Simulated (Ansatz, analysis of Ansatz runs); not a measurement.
**NV- centre in diamond: hyperfine coupling, HSE06 on PBE structures**

Subject: NV- centre in diamond. Wanted: its hyperfine coupling, in one set-up (HSE06 on PBE structures, 64-site cell, PBE lattice, 420 eV, k: 2x2x2 shifted 0.5 0.5 0.5 then the single point 1/4 1/4 1/4). The model is a cell of 64 host atoms with 1 site emptied and N put on another atom's site. The isotropic coupling follows from the spin density at the nucleus, the nuclear g-factor and the total spin. Exact exchange opens the gap, stiffens bonds and lessens the self-interaction error, at many times the cost.

**The experiment.** 14N, isotropic: -2.51 MHz at 300 K, by EPR (room temperature) (“Hyperfine interaction in the ground state of the negatively charged nitrogen vacancy center in diamond”, 2009, S. Felton et al.).

Method: plane-wave PAW DFT, PBE; relaxation of all atoms of a defect supercell, in Ansatz 0.2.0.

## 1. Set-up

The cell holds 63 atoms: 62 C and 1 N. Its edges and angles: a = 7.143 Å, b = 7.143 Å, c = 7.143 Å, α = 90.0°, β = 90.0°, γ = 90.0°. It derives from C (space group Fd-3m). Nearest the centre at fractional (0.375, 0.375, 0.375): N4 at 1.55 Å, C26 at 1.55 Å, C41 at 1.55 Å, C48 at 1.55 Å, C52 at 2.53 Å, C45 at 2.53 Å, C30 at 2.53 Å, C14 at 2.53 Å. The cell carries charge −1.

The host's primitive cell comes from a first run (plane-wave PAW DFT, PBE; relaxation of the host's cell and atoms): vectors of 2.525, 2.525 and 2.525 Å. That is 5.69 Å³ an atom, 0.4 % over the diffraction cell's volume. The supercell is built on it.

## 2. Relaxation, charge −1

Every later number rests on the structure around the defect, so the atoms are relaxed at the host's lattice first.

Contents of relax/input.yaml:

```yaml
relax:
  f_tol: 0.02
  max_steps: 80
  random_displacement: { amplitude: 0.02, seed: 624 }
crystal:
  lattice:
    - [7.14316351, 0.0, 0.0]
    - [0.0, 7.14316351, 0.0]
    - [0.0, 0.0, 7.14316351]
  atoms:
    - { symbol: C, position: [0.0, 0.0, 0.25] }
    - { symbol: C, position: [0.0, 0.25, 0.0] }
    - { symbol: C, position: [0.25, 0.0, 0.0] }
    - { symbol: "N", position: [0.25, 0.25, 0.25] }
    - { symbol: C, position: [0.125, 0.125, 0.375] }
    - { symbol: C, position: [0.125, 0.375, 0.125] }
    - { symbol: C, position: [0.375, 0.125, 0.125] }
    - { symbol: C, position: [0.0, 0.0, 0.75] }
    - { symbol: C, position: [0.0, 0.25, 0.5] }
    - { symbol: C, position: [0.25, 0.0, 0.5] }
    - { symbol: C, position: [0.25, 0.25, 0.75] }
    - { symbol: C, position: [0.125, 0.125, 0.875] }
    - { symbol: C, position: [0.125, 0.375, 0.625] }
    - { symbol: C, position: [0.375, 0.125, 0.625] }
    - { symbol: C, position: [0.375, 0.375, 0.875] }
    - { symbol: C, position: [0.0, 0.5, 0.25] }
    - { symbol: C, position: [0.0, 0.75, 0.0] }
    - { symbol: C, position: [0.25, 0.5, 0.0] }
    - { symbol: C, position: [0.25, 0.75, 0.25] }
    - { symbol: C, position: [0.125, 0.625, 0.375] }
    - { symbol: C, position: [0.125, 0.875, 0.125] }
    - { symbol: C, position: [0.375, 0.625, 0.125] }
    - { symbol: C, position: [0.375, 0.875, 0.375] }
    - { symbol: C, position: [0.0, 0.5, 0.75] }
    - { symbol: C, position: [0.0, 0.75, 0.5] }
    - { symbol: C, position: [0.25, 0.5, 0.5] }
    - { symbol: C, position: [0.25, 0.75, 0.75] }
    - { symbol: C, position: [0.125, 0.625, 0.875] }
    - { symbol: C, position: [0.125, 0.875, 0.625] }
    - { symbol: C, position: [0.375, 0.625, 0.625] }
    - { symbol: C, position: [0.375, 0.875, 0.875] }
    - { symbol: C, position: [0.5, 0.0, 0.25] }
    - { symbol: C, position: [0.5, 0.25, 0.0] }
    - { symbol: C, position: [0.75, 0.0, 0.0] }
    - { symbol: C, position: [0.75, 0.25, 0.25] }
    - { symbol: C, position: [0.625, 0.125, 0.375] }
    - { symbol: C, position: [0.625, 0.375, 0.125] }
    - { symbol: C, position: [0.875, 0.125, 0.125] }
    - { symbol: C, position: [0.875, 0.375, 0.375] }
    - { symbol: C, position: [0.5, 0.0, 0.75] }
    - { symbol: C, position: [0.5, 0.25, 0.5] }
    - { symbol: C, position: [0.75, 0.0, 0.5] }
    - { symbol: C, position: [0.75, 0.25, 0.75] }
    - { symbol: C, position: [0.625, 0.125, 0.875] }
    - { symbol: C, position: [0.625, 0.375, 0.625] }
    - { symbol: C, position: [0.875, 0.125, 0.625] }
    - { symbol: C, position: [0.875, 0.375, 0.875] }
    - { symbol: C, position: [0.5, 0.5, 0.25] }
    - { symbol: C, position: [0.5, 0.75, 0.0] }
    - { symbol: C, position: [0.75, 0.5, 0.0] }
    - { symbol: C, position: [0.75, 0.75, 0.25] }
    - { symbol: C, position: [0.625, 0.625, 0.375] }
    - { symbol: C, position: [0.625, 0.875, 0.125] }
    - { symbol: C, position: [0.875, 0.625, 0.125] }
    - { symbol: C, position: [0.875, 0.875, 0.375] }
    - { symbol: C, position: [0.5, 0.5, 0.75] }
    - { symbol: C, position: [0.5, 0.75, 0.5] }
    - { symbol: C, position: [0.75, 0.5, 0.5] }
    - { symbol: C, position: [0.75, 0.75, 0.75] }
    - { symbol: C, position: [0.625, 0.625, 0.875] }
    - { symbol: C, position: [0.625, 0.875, 0.625] }
    - { symbol: C, position: [0.875, 0.625, 0.625] }
    - { symbol: C, position: [0.875, 0.875, 0.875] }
total_charge: -1
basis:
  ecutwfc: 420
  xc_grid: 2
hamiltonian:
  xc: pbe
kpoints:
  mp_grid: { grid: [2, 2, 2], shift: [0.5, 0.5, 0.5] }
magnetization:
  spin_polarized: true
  initial_magnetization: 2
  spin_locking: { lock_magnetization: hard }
scf:
  occupations: { method: fermi_dirac, width: 0.01 }
  max_iter: 120
output:
  forces: true
checkpoint:
  write: "../relax.run"
  compress: false
  write_wavefunctions: true
  write_every: 100000
```

Started as:

```sh
ansatz run input.yaml --threads 32 --pin off --max-ram 131891MiB --backend cuda --events-out ev --progress --plain --runs-dir out
```

Numbers of over 12 decimals in the logs are rounded to 6 here.

Log:

```text
[... repeated set-up lines and file paths are left out, and long positions are rounded to six places ...]
Engine: ansatz 0.2.0, aarch64-unknown-linux-gnu
Pseudopotentials: kind: paw
Pseudopotential: C, paw, valence charge 4, recommended cutoff 420 eV (normal), C.paw.azcp
Pseudopotential: N, paw, valence charge 5, recommended cutoff 420 eV (normal), N.paw.azcp
Functional definition: PBE
  parameter kappa = 0.804
  parameter beta = 0.066725
  exchange = pbe_x(kappa = kappa, mu = beta*pi^2/3)
  correlation = pbe_c(beta = beta)
[...]
Crystal: 63 atoms, lattice volume = 364.478 Å³
Basis set: ecut = 420 eV, 7123 PW (Γ), exchange–correlation on 96×96×96 points (8 copies of the dense FFT grid, shifted against one another)
Bands: 191, of which v1, the nominal top of the filled ones, is band 127 counted from 1 (126 counted from 0)
Symmetry: 1 space group operations
k-points: 4 of 8 (time reversal used)
Non-local potential: C, projectors of the file, l = 0: 2, l = 1: 2, l = 2: 1
Non-local potential: N, projectors of the file, l = 0: 2, l = 1: 2, l = 2: 1
PAW form: soft (Blöchl's): semilocal exchange-correlation on the pseudo side does not see the compensation charge
PAW one-centre angular grid: C, 110 points (default); XC on 64 Gauss nodes
PAW one-centre angular grid: N, 110 points (default); XC on 64 Gauss nodes
Initial density: superposition of atomic densities (chi_scale 0.1, normalization cell, long waves kept (reshape's long-wave potential 0.21 eV rms))
Starting moments: Σ|m| = 2 μB on 63 of 63 sites
Initial wavefunctions: pseudopotential atomic-orbital guess
[...]
Functional: x = pbe(κ = 0.804, μ = 0.219515), c = pbe(β = 0.066725)
SCF iter   1: F=—  HF=-15927.533207 eV  |Δ(HF+E_count)|=         —  Δρ=7.06e-2 (↑7.06e-2 ↓6.93e-2)  dr2=5.07e1  dr2_m=6.21e-1  M=2.000 μB ∫|m|=2.001 μB  Hψ=6108
preconditioner: auto → Resta (q_TF=auto, 2.569 Å⁻¹)  ε∞=4.4  [insulator: Δε(μ)=0.396 eV  Ē_g=16.858 eV  σ=0.010 eV  W_gap=1.00  n_scr=92 (ndim 8)  ℏωp=31.0 eV  f_vac=0.000  D(μ)=0.00/eV (n_scr^D=0)  ε∞_Penn≈4.4]
spin=Collinear: Resta preconditioning applied to the charge; magnetization (m = ρ↑ − ρ↓) channel mixes plain (no charge-response kernel on spin).
SCF iter   2: F=—  HF=-15920.355413 eV  |Δ(HF+E_count)|=    7.18e0  Δρ=5.13e-2 (↑5.13e-2 ↓5.07e-2)  dr2=2.69e1  dr2_m=3.59e-1  M=2.000 μB ∫|m|=2.007 μB  Hψ=2846
[...]
SCF iter   8: F=-15912.398448 eV  HF=-15912.398449 eV  |Δ(HF+E_count)|=   1.18e-5  Δρ=1.13e-5 (↑1.13e-5 ↓9.05e-6)  dr2=1.09e-6  dr2_m=4.84e-8  M=2.000 μB ∫|m|=2.159 μB  Hψ=3601
SCF 1 converged in 8 iterations: F = -15912.398448 eV  dr2 = 1.09e-6
  greatest PAW one-centre occupation: 0.793 electrons in one spin orbital (limit 2), on the N atom at site 3 (counted from 0), in its partial waves of l = 0
relax step   1: F+E_penalty+E_count = -15912.39844818 eV  Δ(F+E_penalty+E_count) = +0.000e0 eV  max|allowed force component| = 2.029e0 eV/Å  Δτ_max = 0.0000 Å  (8 SCF iters, dr2 threshold 1.00e-5 eV, accepted)
[... the SCF cycles and remarks between the steps are left out from here to the last step ...]
relax step   2: F+E_penalty+E_count = -15913.31216475 eV  Δ(F+E_penalty+E_count) = -9.137e-1 eV  max|allowed force component| = 1.380e0 eV/Å  Δτ_max = 0.1005 Å  (6 SCF iters, dr2 threshold 1.00e-4 eV, accepted)
relax step   3: F+E_penalty+E_count = -15913.54213723 eV  Δ(F+E_penalty+E_count) = -2.300e-1 eV  max|allowed force component| = 6.905e-1 eV/Å  Δτ_max = 0.0607 Å  (5 SCF iters, dr2 threshold 1.00e-4 eV, accepted)
relax step   4: F+E_penalty+E_count = -15913.56762986 eV  Δ(F+E_penalty+E_count) = -2.549e-2 eV  max|allowed force component| = 4.662e-2 eV/Å  Δτ_max = 0.0174 Å  (4 SCF iters, dr2 threshold 1.00e-4 eV, accepted)
relax step   5: F+E_penalty+E_count = -15913.56763099 eV  Δ(F+E_penalty+E_count) = -1.132e-6 eV  max|allowed force component| = 4.657e-2 eV/Å  Δτ_max = 0.0000 Å  (3 SCF iters, accepted)
[...]
SCF iter   1: F=—  HF=-15913.567811 eV  |Δ(HF+E_count)|=         —  Δρ=1.40e-4 (↑1.40e-4 ↓1.40e-4)  dr2=1.15e-4  dr2_m=9.41e-7  M=2.000 μB ∫|m|=2.206 μB  Hψ=3592
[...]
SCF iter   2: F=—  HF=-15913.567796 eV  |Δ(HF+E_count)|=   1.49e-5  Δρ=9.53e-5 (↑9.53e-5 ↓9.47e-5)  dr2=4.50e-5  dr2_m=5.11e-7  M=2.000 μB ∫|m|=2.206 μB  Hψ=1876
SCF iter   3: F=—  HF=-15913.567942 eV  |Δ(HF+E_count)|=   1.47e-4  Δρ=2.18e-5 (↑2.18e-5 ↓2.15e-5)  dr2=2.15e-6  dr2_m=3.73e-8  M=2.000 μB ∫|m|=2.206 μB  Hψ=2074
SCF iter   4: F=-15913.567942 eV  HF=-15913.567942 eV  |Δ(HF+E_count)|=   9.06e-8  Δρ=3.03e-6 (↑3.03e-6 ↓3.03e-6)  dr2=6.75e-8  dr2_m=1.29e-9  M=2.000 μB ∫|m|=2.206 μB  Hψ=4716
SCF 6 converged in 4 iterations: F = -15913.567942 eV  dr2 = 6.75e-8
relax step   6: F+E_penalty+E_count = -15913.56794228 eV  Δ(F+E_penalty+E_count) = -3.113e-4 eV  max|allowed force component| = 1.139e-2 eV/Å  Δτ_max = 0.0028 Å  (4 SCF iters, accepted)
[...]
NSCF: frozen V_eff on 4 k-points
the band table was solved once a step of the walk had ended and its energy, with any forces and stress, was formed, with the checks that follow a solve (7336 applications of the Hamiltonian). They found nothing against the state; [...]
SCF converged after 4 iterations
Magnetization: 2.0000 μB (128.0000 up, 126.0000 down)
Absolute magnetization: 2.2062 μB (∫|ρ↑−ρ↓|, with the PAW one-centre terms)
Spin contamination: 0.0074 ħ² per cell (⟨S²⟩ above its minimum at these occupations)
Per-site moments (μB) at R_I (Å): [(0.0016482, 0.633332), (0.00164763, 0.633334), (0.00164766, 0.633328), [... 6 left out ...]
Free energy (F): -15913.567942 eV
Harris-Foulkes:  -15913.567942 eV  (|F-HF|=7.43e-9)
Internal energy: -15913.567942 eV  (E = F + TS)
E sigma→0 (E₀):  -15913.567942 eV
Fermi energy:    15.009438 (↑ 16.190292, ↓ 14.675560) eV
--- Per-component energies (eV) ---
  E_band       = 1022.261871
  E_kinetic    = 5863.856976
  E_local      = -4181.457872  (includes V_loc(G=0)·N_el)
  E_nonlocal   = 1701.973179
  E_hartree    = 952.517961
  E_xc         = -3087.072802
  E_vxc        = -3834.513841  (∫ρ·V_xc dr)
  E_paw        = -6279.436439  (= ΣΔE_a)
  E_vpaw       = -432.634196  (= ΣTr[D̂ρ^β])
  E_aug_tail   = 0.000659  (compensation charges beyond the density's cutoff)
  E_ewald      = -10883.949603
  E_smearing   = -0.000000  (= −TS)
  E_closure    = 0.000000  (closes the sum)
  E_deformation_potential = -21.107691  (in the stress; not in F)
  Σ components = -15913.567942   (vs F -15913.567942, Δ=0.00e0)
--- Forces (eV/Å), atoms counted from 1 ---
  atom   1  C      0.00168144     0.00246944    -0.00205009
  atom   2  C      0.00039815    -0.00176488     0.00235412
  [... 1 atom left out ...]
  atom   4  N     -0.01139269    -0.00889285    -0.00710340
  atom   5  C      0.00221371    -0.00036699     0.00526427
  atom   6  C      0.00264020     0.00632209     0.00110883
  [... 57 more lines of this table ...]
  max |Σ_I F_I| component: 7.39e-5 eV/Å
--- Band table (eV; the first three rows and the last of 8) ---
  k-point 0 ↑: bands = ["-8.2476", "-7.2690", "-6.9847", "-6.9847", "-6.1153", "-5.8637", "-5.8637", "-5.0092", "-4.7551", "-4.7551", [... rest cut ...]
  k-point 1 ↑: bands = ["-8.2330", "-7.4031", "-6.9851", "-6.8178", "-6.2089", "-5.8614", "-5.6660", "-5.1660", "-4.7578", "-4.7567", [... rest cut ...]
--- Relaxed structure (6 steps of the walk, 6 accepted, 0 SCFs on fresh bases) ---
  F+E_penalty+E_count = -15913.56794228 eV   max|allowed force component| = 1.139e-2 eV/Å
  atoms:
    - { symbol: C, position: [-0.001040, -0.001442, 0.249569] }
    - { symbol: C, position: [-0.001038, 0.249678, -0.001557] }
    [... 1 atom left out ...]
    - { symbol: N, position: [0.239374, 0.238960, 0.238839] }
    - { symbol: C, position: [0.125769, 0.125373, 0.369095] }
    - { symbol: C, position: [0.125765, 0.369205, 0.125250] }
  [... 57 more lines of this table ...]
```

Wall time 5.5 s (1 × NVIDIA GB200 with 32 threads of Arm Neoverse V2, shared host); peak memory 1.6 GiB.

The steps of the relaxation:

```tsv
step	energy less that of the first step (eV)	largest force component (eV/Å)
1	0.0000	2.0288
2	-0.9137	1.3802
3	-1.1437	0.6905
4	-1.1692	0.0466
5	-1.1692	0.0466
6	-1.1695	0.0114
```

The atoms that moved most (Å, from the sites as typed, ahead of the random displacement, the mean shift of all atoms taken out):

```tsv
atom	dx	dy	dz	length
N4	-0.079	-0.079	-0.079	0.137
C48	0.062	0.062	-0.035	0.095
C26	-0.035	0.062	0.062	0.095
C41	0.062	-0.035	0.062	0.095
C6	0.002	-0.042	0.002	0.042
C5	0.002	0.002	-0.042	0.042
C7	-0.042	0.002	0.002	0.042
C37	-0.014	0.011	0.020	0.027
```

Neighbours of the ideal centre at the end:

```tsv
atom	distance (Å)
C26	1.637
C41	1.640
C48	1.641
N4	1.682
C13	2.499
C20	2.499
C14	2.501
C22	2.502
C36	2.503
C37	2.504
C5	2.520
C6	2.521
C30	2.522
C7	2.523
C45	2.524
C52	2.524
```

This step gave:

- free energy: -15913.5679 eV
- total moment: 2 μB
- integral of the absolute spin density: 2.206 μB
- spin contamination: 0.007435

The relaxation ends 19 meV an atom lower than the displaced start, with a largest force component of 0.011 eV/Å.

## 3. Contact spin densities

The relaxed structure is kept, and the final numbers are taken at the final level and k-points.

This step: plane-wave PAW DFT, HSE06; single point of a defect supercell on the structure relaxed with PBE.

Contents of point/input.yaml:

```yaml
crystal:
  lattice:
    - [7.14316351, 0.0, 0.0]
    - [0.0, 7.14316351, 0.0]
    - [0.0, 0.0, 7.14316351]
  atoms:
    - { symbol: C, position: [-0.00104046, -0.001441811, 0.249569342] }
    - { symbol: C, position: [-0.001037517, 0.249678369, -0.001557068] }
    - { symbol: C, position: [0.250081308, -0.001439238, -0.00155503] }
    - { symbol: "N", position: [0.239373853, 0.238960494, 0.238838662] }
    - { symbol: C, position: [0.125768547, 0.125372623, 0.369094946] }
    - { symbol: C, position: [0.125764531, 0.369204736, 0.125250286] }
    - { symbol: C, position: [0.369618337, 0.125360109, 0.125245639] }
    - { symbol: C, position: [0.000610265, 0.000207463, 0.74899001] }
    - { symbol: C, position: [0.002684017, 0.251302531, 0.497733458] }
    - { symbol: C, position: [0.251699648, 0.002279338, 0.497730982] }
    - { symbol: C, position: [0.250981136, 0.250579589, 0.748849171] }
    - { symbol: C, position: [0.1253839, 0.12498353, 0.873590604] }
    - { symbol: C, position: [0.128256761, 0.376548857, 0.622953789] }
    - { symbol: C, position: [0.376948785, 0.127856367, 0.622949597] }
    - { symbol: C, position: [0.375574301, 0.375176097, 0.875071203] }
    - { symbol: C, position: [0.002679561, 0.497846133, 0.251187828] }
    - { symbol: C, position: [0.00061121, 0.749102995, 9.9421e-05] }
    - { symbol: C, position: [0.251697148, 0.497842937, 0.002166014] }
    - { symbol: C, position: [0.250979903, 0.748961535, 0.250469688] }
    - { symbol: C, position: [0.128256994, 0.623062671, 0.376436442] }
    - { symbol: C, position: [0.125384096, 0.873707318, 0.124872914] }
    - { symbol: C, position: [0.376946174, 0.623060468, 0.127746159] }
    - { symbol: C, position: [0.375573708, 0.875185905, 0.375061789] }
    - { symbol: C, position: [0.00029975, 0.499367189, 0.750496853] }
    - { symbol: C, position: [0.00029773, 0.750609556, 0.499252647] }
    - { symbol: C, position: [0.24550298, 0.508733369, 0.50862259] }
    - { symbol: C, position: [0.25146776, 0.750996762, 0.750883961] }
    - { symbol: C, position: [0.125864555, 0.623948551, 0.875836253] }
    - { symbol: C, position: [0.125865519, 0.875946698, 0.623834518] }
    - { symbol: C, position: [0.374851807, 0.62469241, 0.624580755] }
    - { symbol: C, position: [0.375399112, 0.875081007, 0.874967507] }
[... 24 lines left out ...]
    - { symbol: C, position: [0.500540797, 0.500140355, 0.74987139] }
    - { symbol: C, position: [0.500541287, 0.749984205, 0.50002955] }
    - { symbol: C, position: [0.750382809, 0.50013985, 0.500027501] }
    - { symbol: C, position: [0.750366314, 0.749965922, 0.749856436] }
    - { symbol: C, position: [0.625336585, 0.624936339, 0.875228025] }
    - { symbol: C, position: [0.62533857, 0.875339023, 0.62482842] }
    - { symbol: C, position: [0.875738529, 0.62493657, 0.624827375] }
    - { symbol: C, position: [0.875294235, 0.874892167, 0.874781159] }
total_charge: -1
basis:
  ecutwfc: 420
  xc_grid: 2
hamiltonian:
  xc: hse06
kpoints:
  mp_grid: { grid: [1, 1, 1], shift: [0.25, 0.25, 0.25] }
magnetization:
  spin_polarized: true
  initial_magnetization: 2
  spin_locking: { lock_magnetization: hard }
scf:
  occupations: { method: fermi_dirac, width: 0.01 }
  max_iter: 120
output:
  forces: true
  efg: {}
  eigenvalues: true
checkpoint:
  read: "../relax.run"
```

Log:

```text
[...]
Warning: kpoints.mp_grid.shift: disabling space-group detection — at a shift other than 0 and half a step a hybrid functional's run that is held to the crystal's symmetry can end above its lowest state, and by default nothing tells of it, so the full k-mesh [...]
Warning: checkpoint.read: hamiltonian.xc differs: saved pbe, current hse06; the SCF iterates under this deck's functional from the saved state
exact exchange: scf.exx.singularity resolves to wigner_seitz, which cuts the screened interaction at the faces of the exchange supercell's Wigner-Seitz cell, so that each pair interacts once, at the shortest of its separations (the periodic images that this [...]
[...]
Crystal: 63 atoms, lattice volume = 364.478 Å³
Basis set: ecut = 420 eV, 7123 PW (Γ), exchange–correlation on 96×96×96 points (8 copies of the dense FFT grid, shifted against one another)
[...]
Absolute magnetization: 2.3348 μB (∫|ρ↑−ρ↓|, with the PAW one-centre terms)
[...]
Per-site moments (μB) at R_I (Å): [(0.00132982, 0.633332), (0.00132934, 0.633334), (0.00132929, 0.633328), [... 6 left out ...]
Free energy (F): -15917.899719 eV
[...]
Internal energy: -15917.899719 eV  (E = F + TS)
E sigma→0 (E₀):  -15917.899719 eV
Fermi energy:    15.151410 (↑ 16.110494, ↓ 14.778714) eV
[...]
--- Forces (eV/Å), atoms counted from 1 ---
  atom   1  C     -0.01882582    -0.01804529    -0.03320367
  atom   2  C     -0.02020510    -0.03287912    -0.01813884
  [... 1 atom left out ...]
  atom   4  N     -0.18088976    -0.17823524    -0.17629776
  atom   5  C      0.12407812     0.12125593    -0.11044811
  atom   6  C      0.12450028    -0.10928101     0.12282326
  [... 57 more lines of this table ...]
  max |Σ_I F_I| component: 1.04e-5 eV/Å
--- PAW observables at the nuclei: V_zz in 10²¹ V/m², potentials from the cell's mean, atoms counted from 1 ---
  [...]
--- Band table (eV) ---
[...]
[key lines of the parts left out:]
Magnetization: 2.0000 μB (128.0000 up, 126.0000 down)
```

It took 6.6 s on 1 × NVIDIA GB200 with 32 threads; peak memory 1.8 GiB.

Reading the cycles: dr2 is the Hartree energy of the density residual (eV), the measure of convergence; HF is the Harris–Foulkes estimate of the energy, which meets the free energy F at convergence.

This step gave:

```yaml
free_energy: -15917.8997 eV
total_moment: 2 μB
integral_of_the_absolute_spin_density: 2.335 μB
spin_contamination: 0.01462
```

The largest moments in the atoms' spheres: C26 0.27, C48 0.27, C41 0.27, C24 0.02, C42 0.02, C40 0.02 μB.

Contact couplings A = (2/3) μ0 ge μB gN μN ρs / (2S h), for each element's most abundant magnetic isotope:

```tsv
atom	isotope	distance from the centre (Å)	contact spin density (e/Å³)	A (MHz)
C41	13C	1.64	1.62	134.9
C26	13C	1.64	1.62	134.9
C48	13C	1.64	1.62	134.9
C51	13C	3.90	0.151	12.6
C27	13C	3.90	0.151	12.6
C43	13C	3.90	0.151	12.6
C49	13C	3.90	0.120	10.0
C50	13C	3.90	0.120	10.0
C40	13C	3.89	0.120	10.0
C42	13C	3.90	0.120	10.0
```

## 4. Summary of results

| Property | Result |
| --- | --- |
| 14N, isotropic | -3.7 MHz |
| integral of the absolute spin density | 2.33 μB |
| time of the whole chain | 13 s on 32 threads and a graphics card |

**Reading.** 14N, isotropic: computed -3.7 MHz, measured -2.51 MHz; 1.2 MHz (49 %) larger in size than the measurement. Only the isotropic (Fermi contact) part is computed, with core polarisation; no vibrational averaging. Limits: the structure comes from another functional than the final numbers; the periodic copies of the defect are only 7.1 Å apart.

[Logs are printed without paths, hosts, clocks, repeated set-up lines and the standing remarks that a program may print on its own settings, such as how far it seeks lower states.]

[Hosts, paths, dates, database ids (printed as entryN), source tags and the programs' standing remarks are cut or masked in the printed files.]

[For some hosts the program warned that the k-mesh of the response run may be too coarse for force constants and the static dielectric constant; such warnings are not shown here.]
